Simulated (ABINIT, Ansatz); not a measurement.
## AlGaN2 (P-4m2): G0W0 with ABINIT, start to end

Aim: the G0W0 gap of AlGaN2 (P-4m2) on LDA, step by step.

Method: LDA and many-body steps on it, plane waves, in ABINIT 10.8.3.

**1. Set-up**

The structure is tetragonal, space group P-4m2 (No. 115). The conventional cell has a = 3.141 Å, b = 3.141 Å, c = 4.424 Å, α = 90.00°, β = 90.00°, γ = 90.00°. Al has 4 N at 1.89 Å nearest. Ga has 4 N at 1.95 Å nearest. Nearest to N lie 2 Al at 1.89 Å and 2 Ga at 1.95 Å. Farther neighbours and most contacts between anions are not listed.

The cell and positions are those that the Materials Project relaxed with its own functionals (PBE, PBE+U or r2SCAN), kept fixed.

**2. Ground state**

This step: ABINIT 10.8.3; DFT, LDA, plane waves, norm-conserving pseudopotentials.

The ground-state density comes first.

File run.abi:

```
acell 3*1.0 Angstrom
rprim 
  3.140877048700 0.000000000000 0.000000000000
  0.000000000000 3.140877048700 0.000000000000
  0.000000000000 0.000000000000 4.423837940000
ntypat 3
znucl 13 31 7
natom 4
typat 1 2 3 3
xred 
  0.500000000000 0.500000000000 0.500000000000
  0.000000000000 0.000000000000 0.000000000000
  0.500000000000 0.000000000000 0.738264810000
  0.000000000000 0.500000000000 0.261735190000
pp_dirpath "pseudos"
pseudos "Al.upf, Ga.upf, N.upf"
ecut 45
ngkpt 6 6 6
nshiftk 1
shiftk 0 0 0
kptopt 1
chksymbreak 0
nband 23
occopt 1
tolvrs 1e-10
nstep 60
prtwf 0
optforces 0
optstress 0
indata_prefix "in"
outdata_prefix "out"
tmpdata_prefix "tmp"
```

The run is started by

```
> OMP_NUM_THREADS=1 mpirun -n 4 abinit run.abi > log
```

Numbers of over 12 decimals in the logs are rounded to 6 here.

What it wrote:

```text
.Version 10.8.3 of ABINIT. v10.8.2 released Aug 2026.

 Symmetries : space group P-4 m 2 (#115); Bravais tP (primitive tetrag.)
================================================================================
 Values of the parameters that define the memory need of the present run
     intxc =       0    ionmov =       0      iscf =       7    lmnmax =       6
     lnmax =       6     mgfft =      54  mpssoang =       3    mqgrid =    3001
     natom =       4  nloc_mem =       1    nspden =       1   nspinor =       1
    nsppol =       1      nsym =       8    n1xccc =    2501    ntypat =       3
    occopt =       1   xclevel =       1
-    mband =          23        mffmem =           1         mkmem =          10
       mpw =        4284          nfft =       69984          nkpt =          40
================================================================================
  Rough estimation (10% accuracy) of disk space for files :
================================================================================

--------------------------------------------------------------------------------
------------- Echo of variables that govern the present computation ------------
--------------------------------------------------------------------------------
 -outvars: echo values of preprocessed input variables --------
            acell      1.8897261259E+00  1.8897261259E+00  1.8897261259E+00 Bohr

      chksymbreak           0
             ecut      4.50000000E+01 Hartree
-          fftalg         312

              ixc       -1012
              kpt      0.00000000E+00  0.00000000E+00  0.00000000E+00
                       1.66666667E-01  0.00000000E+00  0.00000000E+00
                       3.33333333E-01  0.00000000E+00  0.00000000E+00
                       5.00000000E-01  0.00000000E+00  0.00000000E+00
                       1.66666667E-01  1.66666667E-01  0.00000000E+00
                       3.33333333E-01  1.66666667E-01  0.00000000E+00
                       5.00000000E-01  1.66666667E-01  0.00000000E+00
                       3.33333333E-01  3.33333333E-01  0.00000000E+00
                       5.00000000E-01  3.33333333E-01  0.00000000E+00
   [... 29 further rows ...]
                       5.00000000E-01  3.33333333E-01  5.00000000E-01
                       5.00000000E-01  5.00000000E-01  5.00000000E-01
         kptrlatt        6    0    0      0    6    0      0    0    6
          kptrlen      3.56123845E+01
P           mkmem          10
            natom           4
            nband          23
            ngfft          36      36      54
             nkpt          40
            nstep          60
             nsym           8
           ntypat           3
              occ      2.000000  2.000000  2.000000  2.000000  2.000000  2.000000
                       2.000000  2.000000  2.000000  2.000000  2.000000  2.000000
                       2.000000  2.000000  2.000000  2.000000  2.000000  0.000000
                       0.000000  0.000000  0.000000  0.000000  0.000000
        optforces           0
        optstress           0
            prtwf           0
            rprim      3.1408770487E+00  0.0000000000E+00  0.0000000000E+00
[...]
spgroup         115

           tolvrs      1.00000000E-10

             xred      5.0000000000E-01  5.0000000000E-01  5.0000000000E-01
[...]
znucl       13.00000   31.00000    7.00000

================================================================================

 chkinp: Checking input parameters for consistency.

================================================================================
== DATASET  1 ==================================================================
-   mpi_nproc: 4, omp_nthreads: 1 (-1 if OMP is not activated)

--- !DatasetInfo
iteration_state: {dtset: 1, }
dimensions: {natom: 4, nkpt: 40, mband: 23, nsppol: 1, nspinor: 1, nspden: 1, mpw: 4284, }
cutoff_energies: {ecut:  45.0, pawecutdg:  -1.0, }
electrons: {nelect:   3.40000000E+01, charge:   0.00000000E+00, occopt:   1.00000000E+00, tsmear:   1.00000000E-02, }

 Real(R)+Recip(G) space primitive vectors, cartesian coordinates (Bohr,Bohr^-1):
 R(1)=  5.9353974  0.0000000  0.0000000  G(1)=  0.1684807  0.0000000  0.0000000
 R(2)=  0.0000000  5.9353974  0.0000000  G(2)=  0.0000000  0.1684807  0.0000000
 R(3)=  0.0000000  0.0000000  8.3598421  G(3)=  0.0000000  0.0000000  0.1196195
 Unit cell volume ucvol=  2.9450840E+02 bohr^3
 Angles (23,13,12)=  9.00000000E+01  9.00000000E+01  9.00000000E+01 degrees

 getcut: wavevector=  0.0000  0.0000  0.0000  ngfft=  36  36  54
         ecut(hartree)=     45.000   => boxcut(ratio)=   2.00854

--- Pseudopotential description ------------------------------------------------
- Al Generated using ONCVPSP code by D. R. Hamann
- 13.00000   3.00000  180309                  znucl, zion, pspdat
12 -1012 2 -1 1854                            pspcod,pspxc,lmax,lloc,mmax
     nproj     2     2     2
  pspatm : epsatm=    0.57439143
         --- l  ekb(1:nproj) -->
[...]
pspatm: atomic psp has been read  and splines computed

- Ga Generated using ONCVPSP code by D. R. Hamann
- 31.00000  21.00000  180309                  znucl, zion, pspdat
12 -1012 2 -1 1858                            pspcod,pspxc,lmax,lloc,mmax
     nproj     2     2     2
  pspatm : epsatm=   21.89818218
         --- l  ekb(1:nproj) -->
[...]
pspatm: atomic psp has been read  and splines computed

- N Generated using ONCVPSP code by D. R. Hamann
-  7.00000   5.00000  180309                  znucl, zion, pspdat
12 -1012 1 -1 1058                            pspcod,pspxc,lmax,lloc,mmax
     nproj     2     2     0
  pspatm : epsatm=    5.30777321
         --- l  ekb(1:nproj) -->
[...]
pspatm: atomic psp has been read  and splines computed

   1.12499608E+03                                ecore*ucvol(ha*bohr**3)
--------------------------------------------------------------------------------

_setup2: Arith. and geom. avg. npw (full set) are    4245.866    4245.847

================================================================================

--- !BeginCycle
iteration_state: {dtset: 1, }
solver: {iscf: 7, nstep: 60, nline: 4, wfoptalg: 0, }
tolerances: {tolvrs: 1.00E-10, }

     iter   Etot(hartree)      deltaE(h)  residm     vres2
 ETOT  1  -268.46381680673    -2.685E+02 5.525E-01 4.344E+03
 ETOT  2  -269.85712284847    -1.393E+00 2.907E-01 6.434E+03
 ETOT  3  -271.13201659878    -1.275E+00 4.136E-02 3.906E+02
 ETOT  4  -271.15405070222    -2.203E-02 4.326E-02 2.631E+02
 ETOT  5  -271.18163073044    -2.758E-02 6.449E-03 5.839E+01
 ETOT  6  -271.19066500267    -9.034E-03 1.682E-02 2.179E+00
 ETOT  7  -271.19068585990    -2.086E-05 2.039E-03 1.983E+00
 ETOT  8  -271.19102367464    -3.378E-04 3.602E-03 9.336E-03
 ETOT  9  -271.19102487956    -1.205E-06 4.438E-03 6.666E-04
 ETOT 10  -271.19102502098    -1.414E-07 3.352E-03 2.028E-06
 ETOT 11  -271.19102502141    -4.342E-10 3.803E-03 5.166E-07
 ETOT 12  -271.19102502149    -7.913E-11 4.086E-03 3.238E-10
 ETOT 13  -271.19102502149    -3.070E-12 4.140E-03 2.510E-12

 At SCF step   13       vres2   =  2.51E-12 < tolvrs=  1.00E-10 =>converged.

--- !ResultsGS
iteration_state: {dtset: 1, }
comment   : Summary of ground state results
lattice_vectors:
- [  5.9353974,   0.0000000,   0.0000000, ]
- [  0.0000000,   5.9353974,   0.0000000, ]
- [  0.0000000,   0.0000000,   8.3598421, ]
lattice_lengths: [   5.93540,    5.93540,    8.35984, ]
lattice_angles: [ 90.000,  90.000,  90.000, ] # degrees, (23, 13, 12)
lattice_volume:   2.9450840E+02
convergence: {deltae: -3.070E-12, res2:  2.510E-12, residm:  4.140E-03, diffor:  0.000E+00, }
etotal    :  -2.71191025E+02
entropy   :   0.00000000E+00
fermie    :   2.22581525E-01
cartesian_stress_tensor: null
pressure_GPa: null
xred      :
- [  5.0000E-01,   5.0000E-01,   5.0000E-01, Al]
- [  0.0000E+00,   0.0000E+00,   0.0000E+00, Ga]
- [  5.0000E-01,   0.0000E+00,   7.3826E-01,  N]
- [  0.0000E+00,   5.0000E-01,   2.6174E-01,  N]
cartesian_forces: null
force_length_stats: {min: null, max: null, mean: null, }

 Integrated electronic density in atomic spheres:
 ------------------------------------------------
 Atom  Sphere_radius  Integrated_density
[...]
4        2.00000          5.28690108
================================================================================

 ----iterations are completed or convergence reached----

 Mean square residual over all n,k,spin=   68.267E-07; max=  41.403E-04
 reduced coordinates (array xred) for    4 atoms
       0.500000000000      0.500000000000      0.500000000000
       0.000000000000      0.000000000000      0.000000000000
       0.500000000000      0.000000000000      0.738264810000
       0.000000000000      0.500000000000      0.261735190000
 rms dE/dt=  0.0000E+00; max dE/dt=  0.0000E+00; dE/dt below (all hartree)
    1       0.000000000000      0.000000000000      0.000000000000
    2       0.000000000000      0.000000000000      0.000000000000
    3       0.000000000000      0.000000000000      0.000000000000
    4       0.000000000000      0.000000000000      0.000000000000

 cartesian coordinates (angstrom) at end:
    1      1.570439     1.570439     2.211919
    2      0.000000     0.000000     0.000000
    3      1.570439     0.000000     3.265964
    4      0.000000     1.570439     1.157874
 length scales=  1.889726125908  1.889726125908  1.889726125908 bohr
              =  1.000000000000  1.000000000000  1.000000000000 angstroms
 prteigrs : about to open file out_EIG
 Fermi (or HOMO) energy (hartree) =   0.22258   Average Vxc (hartree)=  -0.42787
 Eigenvalues (hartree) for nkpt=  40  k points:
 kpt#   1, nband= 23, wtk=  0.00463, kpt=  0.0000  0.0000  0.0000 (reduced coord)
  -4.96368   -3.16894   -3.16894   -3.16846   -0.34131   -0.29483   -0.26179   -0.26179
  -0.26023   -0.25465   -0.20369    0.01706    0.13656    0.13656    0.21393    0.22258
   0.22258    0.32813    0.35234    0.49720    0.63058    0.63058    0.63474
 prteigrs : prtvol=0 or 1, do not print more k-points.

--- !EnergyTerms
iteration_state     : {dtset: 1, }
comment             : Components of total free energy in Hartree
kinetic             :  1.35592449165711E+02
hartree             :  1.21043899684285E+02
xc                  : -3.25747672869514E+01
Ewald energy        : -1.26923681553129E+02
psp_core            :  3.81991172117360E+00
local_psp           : -3.10955074427216E+02
non_local_psp       : -6.11937623253672E+01
total_energy        : -2.71191025021493E+02
total_energy_eV     : -7.37948372830336E+03
band_energy         : -3.11703394281187E+01

== END DATASET(S) ==============================================================
================================================================================

 -outvars: echo values of variables after computation  --------
           etotal     -2.7119102502E+02
            nband          23
             nkpt          40
          spgroup         115
 [... the other variables as echoed above ...]

 Calculation completed.
```

Elapsed: 43 s, on 4 MPI ranks of Arm Neoverse V1, shared host; peak memory 0.34 GiB.

This step gave:

```
total energy               : -7379.4837 eV
gap                        : 2.872 eV
k of the valence top       : 0, 0, 0
k of the conduction bottom : 0, 0, 0
least direct gap           : 2.872 eV
```

The gap is direct, at Γ.

[end of part 1 of 3]

[Paths, hosts, dates, memory and timing lines, banners, echoed tables and standing remarks are left out of the program output.]

[Logs are printed without paths, hosts, clocks, repeated set-up lines and the standing remarks that a program may print on its own settings, such as how far it seeks lower states.]

[Runs of the session that timed out or met a known fault of the program may be left out.]

[Hosts, paths, dates, database ids (printed as entryN), source tags and the programs' standing remarks are cut or masked in the printed files.]

[G0W0 gaps are taken among the corrected bands and points alone; a level outside them can change the order at an edge.]

[Where Ansatz stands beside ABINIT at settings called matched, ABINIT's density can come from a denser mesh and the files from another edition; pairs whose starting gaps differed by over 0.03 eV were left out, so agreement reads better than it is.]
